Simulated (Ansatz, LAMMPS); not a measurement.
**Forces and charges in Li+ triflate in propylene carbonate and dimethoxyethane at 470 K (166 atoms)**

Wanted: forces, charges and levels of Li+ triflate in propylene carbonate and dimethoxyethane at 470 K (166 atoms).

Main program and level: Ansatz 0.2.0; Kohn-Sham DFT, LDA, PAW (set soft_2), plane waves.

## (1) Starting point

The cell holds 166 atoms: 42 C, 30 O, 84 H, 2 S, 6 F and 2 Li. Cell: a = 12.832 Å, b = 12.832 Å, c = 12.832 Å, α = 90.0°, β = 90.0°, γ = 90.0°. 4 propylene carbonate, 6 dimethoxyethane, 2 Li+, 2 triflate placed at random, at 0.991 g/cm³; overlaps pushed apart, then 10 ps at 550 K with Joung-Cheatham ions (J. Phys. Chem. B 112, 9020 (2008)); MMFF94 bonds, angles, torsions, charges and radii (Halgren, J. Comput. Chem. 17, 490 (1996)) in harmonic and 12-6 forms; charges of ions scaled by 0.8. Snapshot after 30 ps at 470 K and fixed volume.

What the set-up can't give: The network of contacts between molecules at the start is that of the classical potential that made the cell, and needn't be the one that DFT or experiment would give. The functional has no dispersion term, which matters for the binding between molecules or layers, where LDA binds through overlap of densities alone. The density was typed from a rule of thumb and may lie off the real one at this temperature. Sampling is at Γ alone, for a cell whose shortest periodic width is 13 Å.

## (2) The classical run that made the cell

A classical potential supplies the starting structure, since it reaches far longer times than DFT.

This step: classical MD, Joung-Cheatham ions (J. Phys. Chem. B 112, 9020 (2008)); MMFF94 bonds, angles, torsions, charges and radii (Halgren, J. Comput. Chem. 17, 490 (1996)) in harmonic and 12-6 forms; charges of ions scaled by 0.8 (LAMMPS 22 Jul 2025 - Update 4).

in.lmp reads:

```
# Li+ triflate in propylene carbonate and dimethoxyethane
units real
atom_style full
boundary p p p
bond_style harmonic
angle_style harmonic
dihedral_style opls
improper_style harmonic
special_bonds lj 0 0 0.5 coul 0 0 0.75
read_data data.lmp
neigh_modify delay 0 every 1 check yes one 4000
comm_modify cutoff 12.0
timestep 0.5
thermo_style custom step time temp pe press density
thermo_modify norm yes
# push overlapping molecules apart
pair_style soft 2.6
pair_coeff * * 0.0
variable a equal ramp(1,60)
fix ad all adapt 1 pair soft a * * v_a
velocity all create 550 849355 mom yes dist gaussian
fix lim all nve/limit 0.03
fix lan all langevin 550 550 50 849356 zero yes
thermo 1000
run 3000 post no
unfix ad
pair_style lj/cut/coul/long 9.0
pair_modify mix arithmetic tail yes
pair_coeff 1 1 0.0678 3.3680   # C
pair_coeff 2 2 0.0763 3.0430   # O
pair_coeff 3 3 0.0216 2.5400   # H
pair_coeff 4 4 0.0678 3.4070   # C
pair_coeff 5 5 0.0763 2.9870   # O
pair_coeff 6 6 0.0763 3.0960   # O
# [... 21 lines left out ...]
compute msd all msd com yes
thermo 7500
fix md all nvt temp 470 470 100
run 30000 post no
print "== T470: mean square displacement over the hold $(c_msd[4]:%.2f) A^2"
unfix md
uncompute msd
write_dump all custom T470.dump id type xs ys zs modify sort id
```

On the command line:

```bash
> lmp -in in.lmp -log none -nocite
```

The log of the run:

```text
LAMMPS (22 Jul 2025 - Update 4)
Reading data file ...
  orthogonal box = (0 0 0) to (12.83239 12.83239 12.83239)
  166 atoms
  orthogonal box = (0 0 0) to (12.83239 12.83239 12.83239)
  156 bonds
  272 angles
  256 dihedrals
  4 impropers
   Step          Time           Temp          PotEng         Press         Density
         0   0              550            0.69959098    -3461.4335      0.9910008
      1000   500            492.63785      1.9292895      17683.883      0.9910008
      2000   1000           482.5495       1.8686532      3838.9389      0.9910008
      3000   1500           483.91874      2.1068355      4844.1323      0.9910008
[... 30 lines left out ...]
Loop time of 3.60246 s on 1 MPI rank(s) for 10000 steps with 166 atoms
   Step          Time           Temp          PotEng         Press         Density
[... 4 lines left out ...]
Loop time of 1.79991 s on 1 MPI rank(s) for 5000 steps with 166 atoms
   Step          Time           Temp          PotEng         Press         Density
[... 2 lines left out ...]
     30000   29000          475.63059      1.1735992      11024.64       0.9910008
     37500   36500          476.78649      1.1072679     -1221.1304      0.9910008
     45000   44000          492.31455      0.98599707     6274.2062      0.9910008
     47000   46000          484.24015      0.92619172    -1914.1378      0.9910008
Loop time of 10.8798 s on 1 MPI rank(s) for 30000 steps with 166 atoms
== T470: mean square displacement over the hold 39.61 A^2
```

The job ended after 18 s (1 thread of AMD EPYC 9R45, shared host; peak memory 0.13 GiB).

The input also reads data.lmp (atoms, bonds and types; not printed here).

## (3) Plane-wave single point

The electrons are solved once, with the atoms held.

input.yaml reads:

```yaml
crystal:
  lattice:
    - [12.83239, 0.0, 0.0]
    - [0.0, 12.83239, 0.0]
    - [0.0, 0.0, 12.83239]
  atoms:
    - { symbol: C, position: [0.12205, 0.05011, 0.06899] }
    - { symbol: O, position: [0.18516, 0.9944, 0.00072] }
    - { symbol: C, position: [0.12571, 0.90357, 0.97767] }
    - { symbol: C, position: [0.18286, 0.83842, 0.89539] }
    - { symbol: O, position: [0.11139, 0.79444, 0.83137] }
    - { symbol: C, position: [0.08569, 0.86649, 0.74738] }
    - { symbol: H, position: [0.17004, 0.11682, 0.08551] }
    - { symbol: H, position: [0.10417, 0.01397, 0.13652] }
    - { symbol: H, position: [0.05417, 0.08311, 0.02946] }
    - { symbol: H, position: [0.04978, 0.93262, 0.96047] }
    - { symbol: H, position: [0.10745, 0.85388, 0.04371] }
    - { symbol: H, position: [0.22242, 0.78105, 0.94428] }
    - { symbol: H, position: [0.24111, 0.88839, 0.85173] }
    - { symbol: H, position: [0.1486, 0.90729, 0.71288] }
    - { symbol: H, position: [0.04481, 0.93092, 0.78743] }
    - { symbol: H, position: [0.03685, 0.82912, 0.68603] }
    - { symbol: C, position: [0.56079, 0.69443, 0.46951] }
    - { symbol: O, position: [0.58584, 0.80577, 0.45489] }
    - { symbol: C, position: [0.5726, 0.8629, 0.55162] }
    - { symbol: C, position: [0.5912, 0.97986, 0.54055] }
    - { symbol: O, position: [0.69122, 0.99336, 0.49657] }
    - { symbol: C, position: [0.73448, 0.09211, 0.52012] }
    - { symbol: H, position: [0.6094, 0.66752, 0.53236] }
    - { symbol: H, position: [0.57396, 0.65012, 0.3981] }
    - { symbol: H, position: [0.4816, 0.6855, 0.49375] }
    - { symbol: H, position: [0.62754, 0.82574, 0.61351] }
    - { symbol: H, position: [0.49377, 0.84234, 0.58652] }
    - { symbol: H, position: [0.58108, 0.0231, 0.61373] }
    - { symbol: H, position: [0.5341, 0.0194, 0.48643] }
    - { symbol: H, position: [0.75419, 0.09404, 0.6014] }
    - { symbol: H, position: [0.6762, 0.14935, 0.50683] }
    - { symbol: H, position: [0.80196, 0.10658, 0.47759] }
    [... 128 atom lines left out ...]
    - { symbol: C, position: [0.83117, 0.02022, 0.78765] }
    - { symbol: F, position: [0.77249, 0.10543, 0.77278] }
    - { symbol: F, position: [0.86569, 0.9996, 0.69118] }
    - { symbol: F, position: [0.92088, 0.04906, 0.83556] }
    - { symbol: Li, position: [0.71579, 0.90852, 0.37825] }
    - { symbol: Li, position: [0.84421, 0.69253, 0.92061] }
kpoints:
  mp_grid: { grid: [1, 1, 1] }
hamiltonian:
  xc: lda
scf:
  occupations: { method: gaussian, width: 0.025 }
output:
  forces: true
  stress: true
  populations: intrinsic
  dos:
    method: { smearing: { sigma: 0.1 } }
    de: 0.1
    projected: { site_lists: { C: [C], F: [F], H: [H], Li: [Li], O: [O] } }
  eigenvalues: true
  write_density: true
  write_potential: true
  volumetric_format: npy
```

On the command line:

```bash
> ansatz run input.yaml --threads 8 --pin off --max-ram 15872MiB --backend cpu --events-out ev --progress --plain --runs-dir out
```

The log of the run:

```text
Engine: ansatz 0.2.0, x86_64-unknown-linux-gnu
Pseudopotentials: kind: paw
Pseudopotential: C, paw, valence charge 4, recommended cutoff 420 eV (normal), C.paw.azcp
Pseudopotential: O, paw, valence charge 6, recommended cutoff 420 eV (normal), O.paw.azcp
Pseudopotential: H, paw, valence charge 1, recommended cutoff 420 eV (normal), H.paw.azcp
Pseudopotential: S, paw, valence charge 6, recommended cutoff 420 eV (normal), S.paw.azcp
Pseudopotential: F, paw, valence charge 7, recommended cutoff 420 eV (normal), F.paw.azcp
Pseudopotential: Li, paw, valence charge 3, recommended cutoff 420 eV (normal), Li.paw.azcp
[... 3 lines on functional and potentials left out ...]
Crystal: 166 atoms, lattice volume = 2113.113 Å³
Basis set: ecut = 420 eV, 41347 PW (Γ)
Bands: 412, of which v1, the nominal top of the filled ones, is band 246 counted from 1 (245 counted from 0)
Symmetry: 1 space group operations
Space group: P1 (ITA 1), of the structure as read, at distance tolerance 1.3e-4 Å
k-points: 1
[... 17 lines on functional and potentials left out ...]
Initial density: superposition of atomic densities (neutral atoms: chi_scale 0, normalization atom), corrected by the library's trained network
Initial wavefunctions: pseudopotential atomic-orbital guess
Functional: x = slater, c = lda
SCF iter   1: F=—  HF=-35057.739359 eV  |F-HF|=—  |Δ(HF+E_count)|=         —  Δρ=9.46e-3  dr2=1.59e0  ethr=1.77e-3  ⟨swp⟩=5.0  Hψ=1774  notcnv=0  defer=140
preconditioner: auto → Resta (q_TF=auto, 2.140 Å⁻¹)  ε∞=2.3  [insulator: Δε(μ)=4.237 eV  Ē_g=15.322 eV  σ=0.025 eV  W_gap=1.00  n_scr=364 (ndim 8)  ℏωp=17.4 eV  f_vac=0.362  D(μ)=0.00/eV (n_scr^D=0)  ε∞_Penn≈2.3]
SCF iter   2: F=—  HF=-35057.291324 eV  |F-HF|=—  |Δ(HF+E_count)|=   4.48e-1  Δρ=3.92e-3  dr2=2.91e-1  ethr=3.23e-4  ⟨swp⟩=2.0  Hψ=601  notcnv=0  defer=160
SCF iter   3: F=—  HF=-35057.236346 eV  |F-HF|=—  |Δ(HF+E_count)|=   5.50e-2  Δρ=1.98e-3  dr2=8.80e-2  ethr=5.91e-5  ⟨swp⟩=6.0  Hψ=508  notcnv=0  defer=160
SCF iter   4: F=—  HF=-35057.224492 eV  |F-HF|=—  |Δ(HF+E_count)|=   1.19e-2  Δρ=6.50e-4  dr2=1.17e-2  ethr=1.79e-5  ⟨swp⟩=2.0  Hψ=704  notcnv=0  defer=160
SCF iter   5: F=—  HF=-35057.226703 eV  |F-HF|=—  |Δ(HF+E_count)|=   2.21e-3  Δρ=3.82e-4  dr2=3.58e-3  ethr=2.38e-6  ⟨swp⟩=2.0  Hψ=489  notcnv=0  defer=160
SCF iter   6: F=—  HF=-35057.227525 eV  |F-HF|=—  |Δ(HF+E_count)|=   8.22e-4  Δρ=1.42e-4  dr2=5.63e-4  ethr=7.28e-7  ⟨swp⟩=2.0  Hψ=487  notcnv=0  defer=160
SCF iter   7: F=—  HF=-35057.227957 eV  |F-HF|=—  |Δ(HF+E_count)|=   4.32e-4  Δρ=4.91e-5  dr2=6.29e-5  ethr=1.14e-7  ⟨swp⟩=2.0  Hψ=486  notcnv=0  defer=160
SCF iter   8: F=—  HF=-35057.228299 eV  |F-HF|=—  |Δ(HF+E_count)|=   3.42e-4  Δρ=2.65e-5  dr2=1.47e-5  ethr=1.28e-8  ⟨swp⟩=2.0  Hψ=645  notcnv=0  defer=160
SCF iter   9: F=—  HF=-35057.228312 eV  |F-HF|=—  |Δ(HF+E_count)|=   1.31e-5  Δρ=8.37e-6  dr2=1.74e-6  ethr=3.00e-9  ⟨swp⟩=2.0  Hψ=494  notcnv=0  defer=160
SCF iter  10: F=—  HF=-35057.228315 eV  |F-HF|=—  |Δ(HF+E_count)|=   2.88e-6  Δρ=4.01e-6  dr2=3.91e-7  ethr=3.54e-10  ⟨swp⟩=2.0  Hψ=489  notcnv=0  defer=160
SCF iter  11: F=—  HF=-35057.228316 eV  |F-HF|=—  |Δ(HF+E_count)|=   5.07e-7  Δρ=2.49e-6  dr2=1.22e-7  ethr=2.03e-11  ⟨swp⟩=21.0  Hψ=4036  notcnv=0
SCF iter  12: F=-35057.228316 eV  HF=-35057.228316 eV  |F-HF|=1.59e-8  |Δ(HF+E_count)|=   5.78e-8  Δρ=6.12e-7  dr2=9.20e-9  ethr=2.03e-11  ⟨swp⟩=8.0  Hψ=2022  notcnv=0
SCF 1 converged in 12 iterations: F = -35057.228316 eV  dr2 = 9.20e-9
  greatest PAW one-centre occupation: 1.000 electrons in one spin orbital (limit 2), on the Li atom at site 165 (counted from 0), in its partial waves of l = 0
SCF converged after 12 iterations
Free energy (F): -35057.228316 eV
Harris-Foulkes:  -35057.228316 eV  (|F-HF|=1.59e-8)
Internal energy: -35057.228316 eV  (E = F + TS)
E sigma→0 (E₀):  -35057.228316 eV
Fermi energy:    0.683760 eV
--- Per-component energies (eV) ---
  E_band       = -4825.084090
  E_kinetic    = 11692.962560
  E_local      = -52254.162181  (includes V_loc(G=0)·N_el)
  E_nonlocal   = 3265.969359
  E_hartree    = 20695.010638
  E_xc         = -5546.512342
  E_vxc        = -6994.854615  (∫ρ·V_xc dr)
  E_paw        = -10621.898165  (= ΣΔE_a)
  E_vpaw       = -1924.993302  (= ΣTr[D̂ρ^β])
  E_aug_tail   = -0.023434  (compensation charges beyond the density's cutoff)
  E_ewald      = -2295.107266
  E_core_change = 6.532515  (= ΣΔE_core)
  E_smearing   = -0.000000  (= −TS)
  E_closure    = -0.000000  (closes the sum)
  Σ components = -35057.228316   (vs F -35057.228316, Δ=0.00e0)
--- Forces (eV/Å), atoms counted from 1 ---
  atom   1  C      1.88663928     2.90341105    -3.04086156
  atom   2  O     -0.77882666    -1.68807856     0.45549014
  atom   3  C      1.78267146     0.65510389    -0.80114345
  atom   4  C     -0.12996539     1.60652746     1.27359796
  atom   5  O     -0.29175420    -0.40474960    -2.93290187
  atom   6  C     -1.73592052    -0.74693849     1.99201470
  atom   7  H      0.27934254     0.94570331     0.71918222
  atom   8  H     -0.96446078    -1.99074092     3.20523255
  atom   9  H     -0.67433285    -0.20976381    -0.19836965
  atom  10  H     -1.36787942     0.16232808    -1.34465979
  atom  11  H      0.44206749    -0.29858111     1.06992598
  atom  12  H      0.46773918    -0.70129597    -0.46629532
  atom  13  H     -0.34938380    -0.34550032     0.48507354
  atom  14  H      1.82727132     0.05951397    -0.63522341
[...]
atom 165  Li     0.07325420     0.04428445    -0.34827083
  atom 166  Li     0.33226114     0.04348032    -0.53362974
  max |Σ_I F_I| component: 2.31e-4 eV/Å
--- Stress (GPa, compression-positive) ---
       -1.316281       0.071845       0.002191
        0.071845      -1.679315       0.218727
        0.002191       0.218727       0.169500
  P = ⅓ Tr σ = -0.9420 GPa (-9.420 kbar)
--- Band table (eV) ---
  k-point 0: bands = ["-43.6431", "-43.4647", "-29.3295", "-28.7592", [... 396 levels ...], "9.1674", "9.1882", "9.2334", "9.2628", "9.3101", "9.3375", "9.3610", "9.3942", "9.4369", "9.4856", "9.5698", "9.5819"]
--- intrinsic populations: 166 sites ---
  site symbol       q [e]
     0      C      4.3705
     1      O      6.3830
     2      C      4.1692
[...]
165     Li      2.2388
  spilling = -0.000000 (of n_electrons = 492.000000)
```

The job ended after 9.1 s (8 threads of AMD EPYC 9R45, shared host; peak memory 2.7 GiB; 65 s of CPU time).

Read from the output:

- free energy: -35057.2283 eV
- free energy per atom: -211.1881 eV/atom
- SCF cycles: 12
- pressure: -0.942 GPa
- r.m.s. force component: 1.051 eV/Å
- longest force: 5.296 eV/Å
- Fermi energy: 0.6838 eV
- gap (highest filled to lowest empty level): 3.937 eV

Neighbours are counted within 1.34 Å (H-C), 1.85 Å (C-C), 1.73 Å (C-O), 1.62 Å (C-F), 2.21 Å (C-S), 2.27 Å (O-Li), 1.93 Å (O-S).

Length of the force by element and coordination:

```tsv
element	coordination	atoms	mean length of the force (eV/Å)	spread	least	most
C	all	42	2.31	0.99	0.866	5.30
C	3	4	1.69	0.256	1.40	1.98
C	4	38	2.37	1.02	0.866	5.30
F	all	6	1.03	0.423	0.243	1.64
H	all	84	1.10	0.669	0.146	3.89
Li	all	2	0.494	0.136	0.359	0.630
O	all	30	1.76	1.03	0.315	4.42
O	1	7	1.29	0.644	0.515	2.41
O	2	18	1.88	1.06	0.372	4.42
O	3	5	2.00	1.15	0.315	3.34
S	all	2	2.59	0.0596	2.53	2.65
```

Intrinsic-atomic-orbital charges by element and coordination:

```tsv
element	coordination	atoms	mean charge (e)	spread	least	most
C	all	42	-0.116	0.334	-0.588	0.653
C	3	4	0.646	0.0055	0.639	0.653
C	4	38	-0.196	0.237	-0.588	0.540
F	all	6	-0.270	0.014	-0.292	-0.253
H	all	84	0.184	0.0213	0.130	0.252
Li	all	2	0.749	0.0118	0.738	0.761
O	all	30	-0.498	0.224	-0.955	-0.295
O	1	7	-0.799	0.214	-0.955	-0.451
O	2	18	-0.406	0.142	-0.947	-0.295
O	3	5	-0.409	0.0129	-0.424	-0.386
S	all	2	2.21	0.0304	2.18	2.24
```

Density of states as counts of states in windows of 1 eV (from the Fermi level), total and the larger projections:

```tsv
from (eV)	to (eV)	total	C p	O p	H s	F p	C s
-18	-17	0.0	0.0	0.0	0.0	0.0	0.0
-17	-16	8.0	1.0	1.0	1.2	0.0	4.3
-16	-15	13.5	1.2	2.2	2.1	0.6	6.4
-15	-14	11.0	1.7	1.7	1.7	0.9	4.0
-14	-13	13.8	1.0	2.5	3.8	0.0	5.8
-13	-12	22.2	4.6	3.6	4.3	1.5	5.2
-12	-11	27.3	6.8	4.4	3.5	5.6	3.7
-11	-10	7.5	3.5	2.2	0.9	0.1	0.2
-10	-9	26.5	9.7	8.3	3.6	1.1	0.8
-9	-8	43.6	18.0	12.3	5.9	4.4	0.9
-8	-7	57.0	18.3	17.9	6.9	8.2	0.6
-7	-6	43.1	16.2	8.8	7.8	8.5	0.4
-6	-5	47.7	21.1	12.8	11.6	0.2	0.3
-5	-4	44.9	10.1	25.9	6.2	0.4	0.3
-4	-3	25.1	3.0	18.3	2.5	0.4	0.2
-3	-2	23.6	2.1	17.1	3.9	0.0	0.1
-2	-1	1.2	0.1	0.8	0.2	0.0	0.0
-1	1	0.0	0.0	0.0	0.0	0.0	0.0
1	2	1.7	0.8	0.6	0.1	0.0	0.0
2	3	21.1	5.6	2.8	4.2	0.1	1.8
3	4	38.1	8.8	2.1	7.7	0.7	3.0
4	5	43.0	9.0	2.6	8.0	0.6	3.0
```

Between -26 and -18 eV lie 58 more states.

Not all projections were asked for or kept, so they needn't add up to the total.

The levels nearest the highest filled one (over half full), pooled over k-points and spins:

```tsv
level less the highest filled one (eV)	occupation
-0.536	2
-0.420	2
-0.296	2
-0.229	2
-0.128	2
0	2
3.94	0
4.09	0
4.44	0
4.50	0
4.51	0
4.56	0
```

Electrostatic potential energy in the ac plane at fractional y = 0.008, with atoms of O and H and C and F within 0.2 Å of it. With pseudopotentials it is smooth inside the atoms' cores, unlike the true potential.

Ten even steps from '0' (-41 eV) to '9' (5 eV), each cell a mean:
```
999995226999999999999999997799999999
999999999999999999999999998899999999
999999999999999999999999999888898899
999999999999999999999999998876574369
999999999999999999999999998740025579
999999999999999999999999999850027899
999999999999999999999999999986103899
999999999999999999999999999996001799
999999999999999999986589999999767999
999999999999999999984268999999999999
999999999999999999973026768999999999
999999999999999999743233003899999999
999999999999999999626886114899999999
999999999999999999999999889999999999
999999999999999999999999999999999999
999999999999999987799999999965675468
899999999998766710159999999600040027
999999999997200320168999999831375468
999999999998311577888999999887899999
999889999998764578999999999988899999
998228999999730168999999999975799999
998646899999874479999999999998899999
998634569999998889999999999999999999
999872005999999999999999999999999999
```
Columns run along a (12.8 Å; values clipped at the 3rd and 97th percentile), rows up along c (12.8 Å). Atoms in or near the plane, at fractional coordinates: O at (0.19, 0.00), H at (0.10, 0.14), O at (0.69, 0.50), H at (0.58, 0.61), H at (0.53, 0.49), O at (0.81, 0.30), C at (0.38, 0.25), O at (0.48, 0.29), C at (0.83, 0.79), F at (0.87, 0.69).

[end of part 1 of 2]

[Logs are printed without paths, hosts, clocks, repeated set-up lines and the standing remarks that a program may print on its own settings, such as how far it seeks lower states.]

[Hosts, paths, dates, database ids (printed as entryN), source tags and the programs' standing remarks are cut or masked in the printed files.]

[The MMFF94 radii named for the starting cell were scaled by 0.96; in molecules described by MMFF94, hydrogen bound to N, O or S took a small fixed 12-6 site in their place.]
